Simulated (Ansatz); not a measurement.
# LiHIF (built on the sites of a database entry of LiHF2): the cell at rest, part 2 of 2

Task: relax LiHIF (built on the sites of a database entry of LiHF2) tightly.

Ansatz 0.2.0; DFT PBEsol, scalar-relativistic, plane waves, PAW.

So far. Step 2 (Probe on a coarse mesh): The coarse mesh shows a gap of 3.56 eV and a pressure of 26.8 GPa.

The structure was built from a prototype and need not be the compound's stable phase.

## 4. Bringing the structure to rest (continued)

Valence density in the ac plane of the cell as run, not the conventional one, at fractional y = 0.007, with atoms of Li within 0.2 Å of it. It is the smooth field of the valence electrons, not physical close to the nuclei.

Ten steps, logarithmic in the rise over the least value, from '0' (0.0 e/Å³) to '9' (7.1 e/Å³), each cell a mean:
```
98500000000000015
46510000000000001
12210000000000000
11111000000000000
01111100000000000
01111110000000000
00112211000000000
00012221100000000
00011222210000000
00001122211000000
00000112221100000
00000011222110000
00000001122111000
00000000111111110
10000000001111255
72000000000111268
97100000000001149
```
Columns run along a (6.3 Å), rows up along c (6.3 Å). Atoms in or near the plane, at fractional coordinates: Li at (0.01, 0.01).

ELF in the ac plane of the cell as run, not the conventional one, at fractional y = 0.007, with atoms of Li within 0.2 Å of it. It is the smooth field of the valence electrons, not physical close to the nuclei.

Ten even steps from '_' (0.00) to '@' (0.98), each cell a mean:
```
@@@@++__________________________--
::**++____________________________
____..____________________________
__________________________________
__..::::::::______________________
__..::--++==::____________________
____..--++**++::__________________
____..--++****++::________________
______::==******++::______________
______..--++**##**++::____________
________::==++******++::__________
__________::==++******==::________
____________::--==++++++::________
______________..::------::________
..________________....::::__..++++
%%::__________________....____**@@
@@%%..________________________::@@
```
Columns run along a (6.3 Å), rows up along c (6.3 Å). Atoms in or near the plane, at fractional coordinates: Li at (0.01, 0.01).

In this step the volume went from 21.48 to 22.30 Å³/atom.

## 5. Relaxing to small forces for the phonons

Phonons need a cell at rest on their own settings, so the relaxation is repeated with tight tolerances on forces and stress on the k mesh and occupations of the first response run.

Contents of input.yaml:

```yaml
crystal:
  lattice:
    - [2.1094109161, 1.2178707958, 5.7864955925]
    - [-2.1094109161, 1.2178707958, 5.7864955925]
    - [0.0, -2.4357360849, 5.7864967515]
  atoms:
    - { symbol: Li, position: [0.0069332921, 0.0069332921, 0.0069332921] }
    - { symbol: H, position: [0.4740362361, 0.4740362361, 0.4740362361] }
    - { symbol: F, position: [0.4173694414, 0.4173694414, 0.4173694414] }
    - { symbol: I, position: [0.6016610305, 0.6016610305, 0.6016610305] }
kpoints:
  mp_grid: { grid: [6, 6, 6] }
hamiltonian:
  xc: pbesol
scf:
  occupations: { method: fixed }
output:
  forces: true
  stress: true
  eigenvalues: true
relax:
  adjacent_minimum: "off"
  f_tol: 0.001
  max_steps: 60
  cell: { stress_tol: 0.01 }
```

On the command line:

```
ansatz run input.yaml --threads 4 --pin off --max-ram 7168MiB --backend cpu --events-out ev --progress --plain --runs-dir out
```

Numbers of over 12 decimals in the logs are rounded to 6 here.

Log:

```text
[...]
Crystal: 4 atoms, lattice volume = 89.193 Å³
Basis set: ecut = 420 eV, 1753 PW (Γ), FFT grids on a1−a3, a2−a3, a3, exchange–correlation on 60×60×90 points (8 copies of the dense FFT grid, shifted against one another)
Bands: 18, of which v1, the nominal top of the filled ones, is band 14 counted from 1 (13 counted from 0)
Symmetry: 6 space group operations
[...]
--- Relaxed structure (7 steps of the walk, 6 accepted, 2 SCFs on fresh bases) ---
[...]
cell:  # Å, volume = 89.5396 Å³
    - [2.112577, 1.219698, 5.791617]
    - [-2.112577, 1.219698, 5.791617]
    - [0, -2.439391, 5.791618]
  atoms:
    - { symbol: Li, position: [0.00660202, 0.00660202, 0.00660202] }
    - { symbol: H, position: [0.474098, 0.474098, 0.474098] }
    - { symbol: F, position: [0.417512, 0.417512, 0.417512] }
    - { symbol: I, position: [0.601787, 0.601787, 0.601787] }
[key lines of the parts left out:]
SCF converged after 6 iterations
Free energy (F): -8453.990258 eV
Fermi energy:    1.381974 eV
P = ⅓ Tr σ = 0.0032 GPa (0.032 kbar)
```

Wall time 16 s (4 threads of Arm Neoverse V1, shared host); peak memory 0.45 GiB; 59 s of CPU time.

Relaxation path:

```csv
step,energy less that of the first step (eV),largest force component (eV/Å),pressure (GPa),volume (Å³)
1,0.0000,0.0028,0.03,89.19
2,0.0002,0.0087,0.00,89.36
3,0.0003,0.0235,-0.02,89.46
4,0.0002,0.0174,0.02,89.41
5,0.0003,0.0004,0.00,89.45
6*,0.0000,0.0005,0.01,89.45
7,0.0000,0.0017,0.00,89.47
8,0.0001,0.0001,0.00,89.54
9*,0.0000,0.0001,0.00,89.54
```

Relaxation steps marked * repeat the geometry before them on a plane-wave basis chosen anew for their cell, so energy and pressure can jump there. Relaxation step 3 was tried and not accepted.

Forces are held to the 6 operations that the run works with; a distortion that breaks them can't arise in this run.

| conventional cell, symmetrised | before | after | change |
| --- | --- | --- | --- |
| a (Å) | 4.219 | 4.225 | +0.2 % |
| b (Å) | 4.219 | 4.225 | +0.2 % |
| c (Å) | 17.359 | 17.375 | +0.1 % |
| volume (Å³/atom) | 22.30 | 22.38 | +0.4 % |

Final coordinates:

```cif
data_structure
_symmetry_space_group_name_H-M 'P 1'
_symmetry_Int_Tables_number 1
_cell_length_a 6.2844
_cell_length_b 6.2844
_cell_length_c 6.2844
_cell_angle_alpha 39.287
_cell_angle_beta 39.287
_cell_angle_gamma 39.287
_cell_volume 89.54
loop_
_atom_site_label
_atom_site_type_symbol
_atom_site_fract_x
_atom_site_fract_y
_atom_site_fract_z
_atom_site_occupancy
Li1 Li 0.00660 0.00660 0.00660 1
H2 H 0.47410 0.47410 0.47410 1
F3 F 0.41751 0.41751 0.41751 1
I4 I 0.60179 0.60179 0.60179 1
```

This step gave:

```yaml
pressure: 0.003172 GPa
gap_on_the_k_mesh: 3.472 eV
volume_per_atom: 22.38 Å³
direct_gap_on_mesh: 3.489 eV
```

The largest force component left is 0.074 meV/Å and the pressure is 0.003 GPa, within the tolerances set. The cell now holds 22.38 Å³/atom.

## 6. Results

| Quantity | Value |
| --- | --- |
| space group after relaxation (within 0.01 Å) | R3m |
| lattice constant a | 4.225 Å |
| lattice constant b | 4.225 Å |
| lattice constant c | 17.375 Å |
| volume per atom | 22.4 Å³ |
| gap on the k-mesh | 3.47 eV |

The largest force component left is 0.074 meV/Å and the pressure is 0.003 GPa, within the tolerances set. The cell now holds 22.38 Å³/atom. The relaxation keeps the symmetry of its start, so it says nothing on stability against lower symmetry. Spin-orbit coupling is left out, which can matter for the heavy elements here. The starting cell was built on a prototype and not taken from a measurement, so the phase need not exist.

[Logs are printed without paths, hosts, clocks, repeated set-up lines and the standing remarks that a program may print on its own settings, such as how far it seeks lower states.]

[Hosts, paths, dates, database ids (printed as entryN), source tags and the programs' standing remarks are cut or masked in the printed files.]
